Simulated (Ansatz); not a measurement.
# ZnHI: relaxing a made-up structure

Starting from a made-up structure for ZnHI, the aim is the relaxed cell, its shortest contacts and, where a second run follows, its electronic structure.

Method: DFT, PBE, plane-wave PAW, files of the set soft_1, scalar-relativistic, no spin, cell and ions relaxed at zero pressure; PAW set soft_1, in the first sound run; inputs show where later runs differ, in Ansatz 0.2.0.

### 1. The structure

Symmetry: P4/nmm, No. 129, tetragonal system. The conventional cell has a = 3.993 Å, b = 3.993 Å, c = 8.507 Å, α = 90.00°, β = 90.00°, γ = 90.00°. Nearest to I lie 4 Zn at 3.15 Å. Nearest to Zn lie 4 H at 2.43 Å and 4 I at 3.15 Å. Nearest to H lie 4 Zn at 2.43 Å. Farther neighbours and most contacts between anions are not listed.

### 2. Relaxing cell and atoms

The guess takes its coordinates from another compound and its volume from a rule, so the cell and any free coordinates are relaxed together.

input.yaml reads:

```yaml
crystal:
  lattice:
    - [3.993, 0.0, 0.0]
    - [0.0, 3.993, 0.0]
    - [0.0, 0.0, 8.507]
  atoms:
    - { symbol: I, position: [0.5, 0.0, 0.3282] }
    - { symbol: I, position: [0.0, 0.5, 0.6718] }
    - { symbol: Zn, position: [0.5, 0.0, 0.8372] }
    - { symbol: Zn, position: [0.0, 0.5, 0.1628] }
    - { symbol: H, position: [0.5, 0.5, 0.0] }
    - { symbol: H, position: [0.0, 0.0, 0.0] }
kpoints:
  mp_grid: { grid: [7, 7, 3] }
scf:
  occupations: { method: fermi_dirac, width: 0.05 }
hamiltonian:
  xc: pbe
  pseudopotentials: { kind: paw, azcp: { folder: soft_1 } }
relax:
  f_tol: 0.015
  max_steps: 70
  cell: {}
output:
  forces: true
  stress: true
```

Run with:

```sh
> ansatz run input.yaml --threads 4 --pin off --max-ram 10240MiB --backend cpu --events-out ev --progress --plain --runs-dir out
```

Numbers of over 12 decimals in the logs are rounded to 6 here.

The log of the run:

```text
Engine: ansatz 0.2.0, aarch64-unknown-linux-gnu
Pseudopotentials: kind: paw
Pseudopotential: I, paw, valence charge 17, recommended cutoff 420 eV (normal), soft_1/I.paw.azcp
Pseudopotential: Zn, paw, valence charge 12, recommended cutoff 420 eV (normal), soft_1/Zn.paw.azcp
Pseudopotential: H, paw, valence charge 1, recommended cutoff 420 eV (normal), soft_1/H.paw.azcp
Functional definition: PBE
  parameter kappa = 0.804
  parameter beta = 0.066725
  exchange = pbe_x(kappa = kappa, mu = beta*pi^2/3)
  correlation = pbe_c(beta = beta)
Crystal: 6 atoms, lattice volume = 135.636 Å³
Basis set: ecut = 420 eV, 2637 PW (Γ), exchange–correlation on 54×54×120 points (8 copies of the dense FFT grid, shifted against one another)
Bands: 36, of which v1, the nominal top of the filled ones, is band 30 counted from 1 (29 counted from 0)
Symmetry: 16 space group operations
Space group: P4/nmm (ITA 129), of the structure as read, at distance tolerance 5.1e-5 Å
k-points: 20 of 147
Non-local potential: I, projectors of the file, l = 0: 2, l = 1: 2, l = 2: 2, l = 3: 1
Non-local potential: Zn, projectors of the file, l = 0: 2, l = 1: 2, l = 2: 3, l = 3: 1
Non-local potential: H, projectors of the file, l = 0: 2, l = 1: 1
PAW form: soft (Blöchl's): semilocal exchange-correlation on the pseudo side does not see the compensation charge
PAW one-centre angular grid: I, 590 points (default); XC on 64 Gauss nodes
PAW one-centre angular grid: Zn, 590 points (default); XC on 64 Gauss nodes
PAW one-centre angular grid: H, 110 points (default); XC on 64 Gauss nodes
Initial density: superposition of atomic densities (chi_scale 0.1, normalization cell), built separately for each of the 3 bonded fragments (scf.initial_density.interfragment_charge_transfer: auto; true builds it for the cell as a whole; a typed value also counts as a typed key of the start: scf.initial_density.chi_scale says what that changes, if anything)
Initial wavefunctions: pseudopotential atomic-orbital guess
Functional: x = pbe(κ = 0.804, μ = 0.219515), c = pbe(β = 0.066725)
SCF iter   1: F=—  HF=-21701.175298 eV  |F-HF|=—  |Δ(HF+E_count)|=         —  Δρ=9.62e-2  dr2=5.06e1  ethr=3.10e-3  ⟨swp⟩=8.4  Hψ=3439  notcnv=0
preconditioner: auto → Kerker (q_TF=auto, 2.382 Å⁻¹)  [metal: Δε(μ)=0.029 eV  Ē_g=10.402 eV  σ=0.050 eV  W_gap=0.14  n_scr=38 (ndim 8)  ℏωp=20.2 eV  f_vac=0.000  D(μ)=4.63/eV (n_scr^D=38)]
SCF iter   2: F=—  HF=-21695.407603 eV  |F-HF|=—  |Δ(HF+E_count)|=    5.77e0  Δρ=3.63e-2  dr2=1.65e1  ethr=3.10e-3  ⟨swp⟩=3.5  Hψ=1499  notcnv=0  defer=8
SCF iter   3: F=—  HF=-21693.729862 eV  |F-HF|=—  |Δ(HF+E_count)|=    1.68e0  Δρ=2.87e-2  dr2=1.47e0  ethr=3.10e-3  ⟨swp⟩=3.9  Hψ=1452  notcnv=0  defer=13
SCF iter   4: F=—  HF=-21693.434457 eV  |F-HF|=—  |Δ(HF+E_count)|=   2.95e-1  Δρ=1.44e-2  dr2=7.23e-1  ethr=2.46e-3  ⟨swp⟩=2.0  Hψ=1341  notcnv=0  defer=20
SCF iter   5: F=—  HF=-21693.379965 eV  |F-HF|=—  |Δ(HF+E_count)|=   5.45e-2  Δρ=7.35e-3  dr2=4.33e-1  ethr=1.20e-3  ⟨swp⟩=3.2  Hψ=1271  notcnv=0  defer=20
SCF iter   6: F=—  HF=-21693.330381 eV  |F-HF|=—  |Δ(HF+E_count)|=   4.96e-2  Δρ=2.42e-3  dr2=4.03e-2  ethr=7.22e-4  ⟨swp⟩=2.9  Hψ=897  notcnv=0  defer=20
SCF iter   7: F=—  HF=-21693.331167 eV  |F-HF|=—  |Δ(HF+E_count)|=   7.86e-4  Δρ=1.28e-3  dr2=5.74e-3  ethr=6.71e-5  ⟨swp⟩=2.3  Hψ=998  notcnv=0  defer=20
SCF iter   8: F=—  HF=-21693.331556 eV  |F-HF|=—  |Δ(HF+E_count)|=   3.89e-4  Δρ=3.50e-4  dr2=1.85e-4  ethr=9.57e-6  ⟨swp⟩=2.0  Hψ=864  notcnv=0  defer=20
SCF iter   9: F=—  HF=-21693.331698 eV  |F-HF|=—  |Δ(HF+E_count)|=   1.42e-4  Δρ=2.43e-4  dr2=8.60e-5  ethr=3.08e-7  ⟨swp⟩=2.9  Hψ=1435  notcnv=0  defer=20
SCF iter  10: F=—  HF=-21693.331692 eV  |F-HF|=—  |Δ(HF+E_count)|=   6.32e-6  Δρ=3.26e-5  dr2=5.25e-6  ethr=1.43e-7  ⟨swp⟩=3.0  Hψ=1332  notcnv=0  defer=20
SCF iter  11: F=—  HF=-21693.331691 eV  |F-HF|=—  |Δ(HF+E_count)|=   4.32e-7  Δρ=1.48e-5  dr2=6.44e-7  ethr=8.75e-9  ⟨swp⟩=2.9  Hψ=1044  notcnv=0  defer=20
SCF iter  12: F=—  HF=-21693.331691 eV  |F-HF|=—  |Δ(HF+E_count)|=   7.67e-8  Δρ=9.95e-6  dr2=1.09e-7  ethr=1.07e-9  ⟨swp⟩=2.0  Hψ=1057  notcnv=0  defer=20
SCF iter  13: F=-21693.331691 eV  HF=-21693.331691 eV  |F-HF|=1.83e-8  |Δ(HF+E_count)|=   1.82e-8  Δρ=2.95e-6  dr2=1.13e-8  ethr=1.67e-10  ⟨swp⟩=4.1  Hψ=2375  notcnv=0
SCF 1 converged in 13 iterations: F = -21693.331691 eV  dr2 = 1.13e-8
  greatest PAW one-centre occupation: 0.999 electrons in one spin orbital (limit 2), on the I atom at site 1 (counted from 0), in its partial waves of l = 2
relax step   1: F+E_penalty+E_count = -21693.33169135 eV  Δ(F+E_penalty+E_count) = +0.000e0 eV  max|allowed force component| = 6.335e-1 eV/Å  Δτ_max = 0.0000 Å  P = -5.721 GPa  Ω = 135.636 Å³  (13 SCF iters, dr2 threshold 1.00e-7 eV, accepted)
Crystal: 6 atoms, lattice volume = 122.654 Å³
Basis set: ecut = 420 eV, 2405 PW (Γ), exchange–correlation on 54×54×120 points (8 copies of the dense FFT grid, shifted against one another)
Initial density: handed on by an earlier stage of this run
Initial wavefunctions: those handed on with the density
SCF iter   1: F=—  HF=-21694.348003 eV  |F-HF|=—  |Δ(HF+E_count)|=         —  Δρ=2.48e-2  dr2=1.96e0  ethr=3.10e-3  ⟨swp⟩=8.7  Hψ=3357  notcnv=0
preconditioner: auto → Kerker (q_TF=auto, 2.422 Å⁻¹)  [metal: Δε(μ)=0.112 eV  Ē_g=9.764 eV  σ=0.050 eV  W_gap=0.43  n_scr=30 (ndim 8)  ℏωp=21.2 eV  f_vac=0.006  D(μ)=2.82/eV (n_scr^D=16)]
SCF iter   2: F=—  HF=-21694.140961 eV  |F-HF|=—  |Δ(HF+E_count)|=   2.07e-1  Δρ=9.60e-3  dr2=3.66e-1  ethr=3.10e-3  ⟨swp⟩=2.2  Hψ=958  notcnv=0  defer=21
SCF iter   3: F=—  HF=-21694.102112 eV  |F-HF|=—  |Δ(HF+E_count)|=   3.88e-2  Δρ=5.55e-3  dr2=6.29e-2  ethr=6.10e-4  ⟨swp⟩=2.8  Hψ=1190  notcnv=0  defer=21
SCF iter   4: F=—  HF=-21694.089838 eV  |F-HF|=—  |Δ(HF+E_count)|=   1.23e-2  Δρ=2.51e-3  dr2=1.99e-2  ethr=1.05e-4  ⟨swp⟩=2.0  Hψ=1205  notcnv=0  defer=21
SCF iter   5: F=—  HF=-21694.087826 eV  |F-HF|=—  |Δ(HF+E_count)|=   2.01e-3  Δρ=1.03e-3  dr2=4.76e-3  ethr=3.32e-5  ⟨swp⟩=2.9  Hψ=1287  notcnv=0  defer=22
SCF iter   6: F=—  HF=-21694.087356 eV  |F-HF|=—  |Δ(HF+E_count)|=   4.70e-4  Δρ=6.15e-4  dr2=9.24e-4  ethr=7.94e-6  ⟨swp⟩=2.0  Hψ=1013  notcnv=0  defer=22
SCF iter   7: F=—  HF=-21694.087342 eV  |F-HF|=—  |Δ(HF+E_count)|=   1.43e-5  Δρ=1.22e-4  dr2=6.28e-5  ethr=1.54e-6  ⟨swp⟩=2.0  Hψ=1053  notcnv=0  defer=22
SCF iter   8: F=—  HF=-21694.087345 eV  |F-HF|=—  |Δ(HF+E_count)|=   3.17e-6  Δρ=7.42e-5  dr2=3.56e-6  ethr=1.05e-7  ⟨swp⟩=2.0  Hψ=1099  notcnv=0  defer=22
[...]
SCF 3 converged in 7 iterations: F = -21694.496500 eV  dr2 = 5.67e-7
relax step   3: F+E_penalty+E_count = -21694.49650043 eV  Δ(F+E_penalty+E_count) = -4.092e-1 eV  max|allowed force component| = 2.851e-1 eV/Å  Δτ_max = 0.1939 Å  P = +0.464 GPa  Ω = 112.168 Å³  energy of the carried Pulay correction = +1.125e-2 eV  (7 SCF iters, dr2 threshold 6.00e-7 eV, accepted)
[... from here on, the SCF cycles and remarks between the steps are left out ...]
relax step   4: F+E_penalty+E_count = -21694.56643378 eV  Δ(F+E_penalty+E_count) = -6.993e-2 eV  max|allowed force component| = 7.882e-2 eV/Å  Δτ_max = 0.1535 Å  P = +1.391 GPa  Ω = 114.000 Å³  energy of the carried Pulay correction = +1.025e-2 eV  (8 SCF iters, dr2 threshold 6.00e-7 eV, accepted)
relax step   5: F+E_penalty+E_count = -21694.58553697 eV  Δ(F+E_penalty+E_count) = -1.910e-2 eV  max|allowed force component| = 2.114e-2 eV/Å  Δτ_max = 0.0493 Å  P = +0.093 GPa  Ω = 119.138 Å³  energy of the carried Pulay correction = +7.561e-3 eV  (9 SCF iters, dr2 threshold 6.00e-7 eV, accepted)
relax step   6: F+E_penalty+E_count = -21694.58890275 eV  Δ(F+E_penalty+E_count) = -3.366e-3 eV  max|allowed force component| = 4.328e-3 eV/Å  Δτ_max = 0.0350 Å  P = +0.025 GPa  Ω = 121.063 Å³  energy of the carried Pulay correction = +6.599e-3 eV  (6 SCF iters, dr2 threshold 6.00e-7 eV, accepted)
relax step   7: F+E_penalty+E_count = -21694.58913966 eV  Δ(F+E_penalty+E_count) = -2.369e-4 eV  max|allowed force component| = 3.178e-3 eV/Å  Δτ_max = 0.0263 Å  P = +0.006 GPa  Ω = 122.353 Å³  energy of the carried Pulay correction = +5.967e-3 eV  (8 SCF iters, dr2 threshold 3.94e-8 eV, accepted)
relax step   8: F+E_penalty+E_count = -21694.58896895 eV  Δ(F+E_penalty+E_count) = +1.707e-4 eV  max|allowed force component| = 2.234e-3 eV/Å  Δτ_max = 0.0110 Å  P = +0.006 GPa  Ω = 122.849 Å³  energy of the carried Pulay correction = +5.727e-3 eV  (9 SCF iters, accepted)
relax step   9: F+E_penalty+E_count = -21694.58702231 eV  Δ(F+E_penalty+E_count) = +1.947e-3 eV  max|allowed force component| = 2.915e-3 eV/Å  Δτ_max = 0.0000 Å  P = +0.018 GPa  Ω = 122.849 Å³  stress off target by 1.25e-1 GPa  SCF on the basis re-selected at this cell (its energy is not comparable with the rows above)  (8 SCF iters)
relax step  10: F+E_penalty+E_count = -21694.58707892 eV  Δ(F+E_penalty+E_count) = -5.661e-5 eV  max|allowed force component| = 3.783e-3 eV/Å  Δτ_max = 0.0193 Å  P = +0.010 GPa  Ω = 123.873 Å³  energy of the carried Pulay correction = -5.102e-4 eV  (7 SCF iters, dr2 threshold 3.91e-8 eV, accepted)
relax step  11: F+E_penalty+E_count = -21694.58671082 eV  Δ(F+E_penalty+E_count) = +3.681e-4 eV  max|allowed force component| = 2.125e-3 eV/Å  Δτ_max = 0.0272 Å  P = +0.017 GPa  Ω = 125.210 Å³  energy of the carried Pulay correction = -1.171e-3 eV  (9 SCF iters, accepted)
relax step  12: F+E_penalty+E_count = -21694.58647927 eV  Δ(F+E_penalty+E_count) = +2.316e-4 eV  max|allowed force component| = 8.039e-4 eV/Å  Δτ_max = 0.0093 Å  P = +0.001 GPa  Ω = 125.746 Å³  energy of the carried Pulay correction = -1.434e-3 eV  (9 SCF iters, accepted)
Basis set: ecut = 420 eV, 2453 PW (Γ), exchange–correlation on 48×48×144 points (8 copies of the dense FFT grid, shifted against one another)
iter 1 solved again at ethr=1.44e-6 eV; its pass at ethr=3.10e-3 eV (dr2=8.65e-4 eV) is discarded
SCF iter   1: F=—  HF=-21694.583465 eV  |F-HF|=—  |Δ(HF+E_count)|=         —  Δρ=3.17e-4  dr2=5.27e-6  ethr=1.44e-6  ⟨swp⟩=3.0  Hψ=5372  notcnv=0
preconditioner: auto → LDOS  [metal: Δε(μ)=0.046 eV  Ē_g=9.974 eV  σ=0.050 eV  W_gap=0.22  n_scr=26 (ndim 8)  ℏωp=20.9 eV  f_vac=0.146  D(μ)=2.71/eV (n_scr^D=18)  β→1.0]
SCF iter   2: F=—  HF=-21694.587912 eV  |F-HF|=—  |Δ(HF+E_count)|=   4.45e-3  Δρ=9.10e-5  dr2=6.18e-6  ethr=8.78e-9  ⟨swp⟩=3.1  Hψ=1616  notcnv=0
SCF iter   3: F=—  HF=-21694.587910 eV  |F-HF|=—  |Δ(HF+E_count)|=   2.03e-6  Δρ=9.37e-5  dr2=5.36e-6  ethr=8.78e-9  ⟨swp⟩=2.0  Hψ=1082  notcnv=0
SCF iter   4: F=—  HF=-21694.587910 eV  |F-HF|=—  |Δ(HF+E_count)|=   4.75e-7  Δρ=3.19e-5  dr2=6.59e-7  ethr=8.78e-9  ⟨swp⟩=2.0  Hψ=931  notcnv=0
SCF iter   5: F=—  HF=-21694.587910 eV  |F-HF|=—  |Δ(HF+E_count)|=   1.38e-7  Δρ=6.33e-6  dr2=2.45e-8  ethr=1.10e-9  ⟨swp⟩=2.0  Hψ=1057  notcnv=0
SCF iter   6: F=—  HF=-21694.587910 eV  |F-HF|=—  |Δ(HF+E_count)|=   6.95e-9  Δρ=6.74e-7  dr2=5.55e-10  ethr=4.08e-11  ⟨swp⟩=2.0  Hψ=1078  notcnv=0
SCF iter   7: F=-21694.587910 eV  HF=-21694.587910 eV  |F-HF|=2.18e-11  |Δ(HF+E_count)|=  1.16e-10  Δρ=9.31e-8  dr2=2.48e-11  ethr=1.00e-12  ⟨swp⟩=3.7  Hψ=3386  notcnv=0
SCF 13 converged in 7 iterations: F = -21694.587910 eV  dr2 = 2.48e-11
relax step  13: F+E_penalty+E_count = -21694.58790983 eV  Δ(F+E_penalty+E_count) = -1.431e-3 eV  max|allowed force component| = 8.429e-4 eV/Å  Δτ_max = 0.0000 Å  P = +0.001 GPa  Ω = 125.746 Å³  stress off target by 4.92e-3 GPa  SCF on the basis re-selected at this cell (its energy is not comparable with the rows above)  (7 SCF iters)
basis re-selected at this cell: Δ(F+E_penalty+E_count) = -1.431e-3 eV, ΔP = -0.000 GPa vs the last step (what re-selecting the basis moved, of the pressure what is left beyond the Pulay correction that the steps carried, after the strain that the cell walked since its last selection, with what the two solves' SCF thresholds leave and, on support functions, any second-order correction that the steps lacked; it is no measure of the basis error at this ecutwfc). The dense FFT grid was sized anew with the basis: this SCF ran on 24×24×72 points, the steps before it on 24×24×64, so part of this shift can come from that change (see relax.cell in the input reference). [rest of the remark cut]
SCF converged after 7 iterations
Free energy (F): -21694.587910 eV
Harris-Foulkes:  -21694.587910 eV  (|F-HF|=2.18e-11)
Internal energy: -21694.566677 eV  (E = F + TS)
E sigma→0 (E₀):  -21694.577293 eV
Entropy (-TS):   -0.021233 eV (-3.539 meV/atom)
Fermi energy:    6.263280 eV
--- Per-component energies (eV) ---
  E_band       = -752.391478
  E_kinetic    = 633.892484
  E_local      = -9486.163170  (includes V_loc(G=0)·N_el)
  E_nonlocal   = 1874.212914
  E_hartree    = 4032.667443
  E_xc         = -387.756864
  E_vxc        = -343.521562  (∫ρ·V_xc dr)
  E_paw        = -13363.024677  (= ΣΔE_a)
  E_vpaw       = -1496.139632  (= ΣTr[D̂ρ^β])
  E_aug_tail   = -0.007197  (compensation charges beyond the density's cutoff)
  E_ewald      = -4998.387609
  E_smearing   = -0.021233  (= −TS)
  E_closure    = 0.000000  (closes the sum)
  Σ components = -21694.587910   (vs F -21694.587910, Δ=0.00e0)
--- Forces (eV/Å), atoms counted from 1 ---
  atom   1  I      0.00000000     0.00000000     0.00039258
  atom   2  I      0.00000000     0.00000000    -0.00039258
  atom   3  Zn     0.00000000     0.00000000     0.00084294
  atom   4  Zn     0.00000000     0.00000000    -0.00084294
  atom   5  H      0.00000000     0.00000000     0.00000000
  atom   6  H      0.00000000     0.00000000     0.00000000
  max |Σ_I F_I| component: 1.08e-19 eV/Å
--- Stress (GPa, compression-positive) ---
       -0.001082       0.000000       0.000000
        0.000000      -0.001082       0.000000
        0.000000       0.000000       0.004924
  P = ⅓ Tr σ = 0.0009 GPa (0.009 kbar)
--- Relaxed structure (11 steps of the walk, 11 accepted, 2 SCFs on fresh bases) ---
  F+E_penalty+E_count = -21694.58790983 eV   max|allowed force component| = 8.429e-4 eV/Å   (the final SCF, on the basis selected at the relaxed cell)
  cell:  # Å, volume = 125.7459 Å³
    - [3.582794, 0, 0.0]
    - [0, 3.582794, 0.0]
    - [0.0, 0.0, 9.796031]
  atoms:
    - { symbol: I, position: [0.5, 0, 0.281940] }
    - { symbol: I, position: [0, 0.5, 0.718060] }
    - { symbol: Zn, position: [0.5, 0, 0.902000] }
    - { symbol: Zn, position: [0, 0.5, 0.098000] }
    - { symbol: H, position: [0.5, 0.5, 1.3594478868201142e-19] }
    - { symbol: H, position: [0, 0, 1.359447886820115e-19] }
```

Wall time 18 s (4 threads of Arm Neoverse V2, shared host); peak memory 0.49 GiB; 66 s of CPU time.

Step by step:

```csv
step,energy less that of the first step (eV),largest force component (eV/Å),pressure (GPa),volume (Å³)
1,0.0000,0.6335,-5.72,135.64
2,-0.7557,0.4794,-3.56,122.65
3,-1.1648,0.2851,0.46,112.17
4,-1.2347,0.0788,1.39,114.00
5,-1.2538,0.0211,0.09,119.14
6,-1.2572,0.0043,0.03,121.06
7,-1.2574,0.0032,0.01,122.35
8,-1.2573,0.0022,0.01,122.85
9*,-1.2553,0.0029,0.02,122.85
10,-1.2554,0.0038,0.01,123.87
11,-1.2550,0.0021,0.02,125.21
12,-1.2548,0.0008,0.00,125.75
13*,-1.2562,0.0008,0.00,125.75
```

Relaxation steps marked * repeat the geometry before them on a plane-wave basis chosen anew for their cell, so energy and pressure can jump there.

Forces are held to the 16 operations that the run works with; a distortion that breaks them can't arise in this run.

```csv
cell as run,before,after,change
a (Å),3.993,3.583,-10.3 %
b (Å),3.993,3.583,-10.3 %
c (Å),8.507,9.796,+15.2 %
volume (Å³/atom),22.61,20.96,-7.3 %
```

The atoms that moved most (Å, as changes of fractional coordinates times the final cell):

```csv
atom,dx,dy,dz,length
Zn4,0.000,0.000,-0.635,0.635
Zn3,0.000,0.000,0.635,0.635
I1,0.000,0.000,-0.453,0.453
I2,0.000,0.000,0.453,0.453
```

The relaxed structure:

```xyz
6
Lattice="3.5828 0.0000 0.0000 0.0000 3.5828 0.0000 0.0000 0.0000 9.7960" Properties=species:S:1:pos:R:3 pbc="T T T"
I     1.7914    0.0000    2.7619
I     0.0000    1.7914    7.0341
Zn    1.7914    0.0000    8.8360
Zn    0.0000    1.7914    0.9600
H     1.7914    1.7914    0.0000
H     0.0000    0.0000    0.0000
```

This step gave:

```
free energy             : -21694.5879 eV
energy at zero smearing : -21694.5773 eV
smearing term TS        : 0.02123 eV
Fermi energy            : 6.263 eV
electrons               : 60
symmetry operations     : 16
pressure                : 9.20e-4 GPa
```

The shortest distance of each pair, which need not be the same contact before and after:

```csv
pair,guess (Å),relaxed (Å)
H–Zn,2.430,2.032
H–H,2.823,2.533
I–Zn,3.155,3.109
Zn–Zn,3.955,3.179
H–I,3.432,3.292
```

The relaxation ends with a largest force component of 8.4e-4 eV/Å and a pressure of 0.00 GPa.

(Continued in part 2 of 2.)

[Logs are printed without paths, hosts, clocks, repeated set-up lines and the standing remarks that a program may print on its own settings, such as how far it seeks lower states.]

[Hosts, paths, dates, database ids (printed as entryN), source tags and the programs' standing remarks are cut or masked in the printed files.]
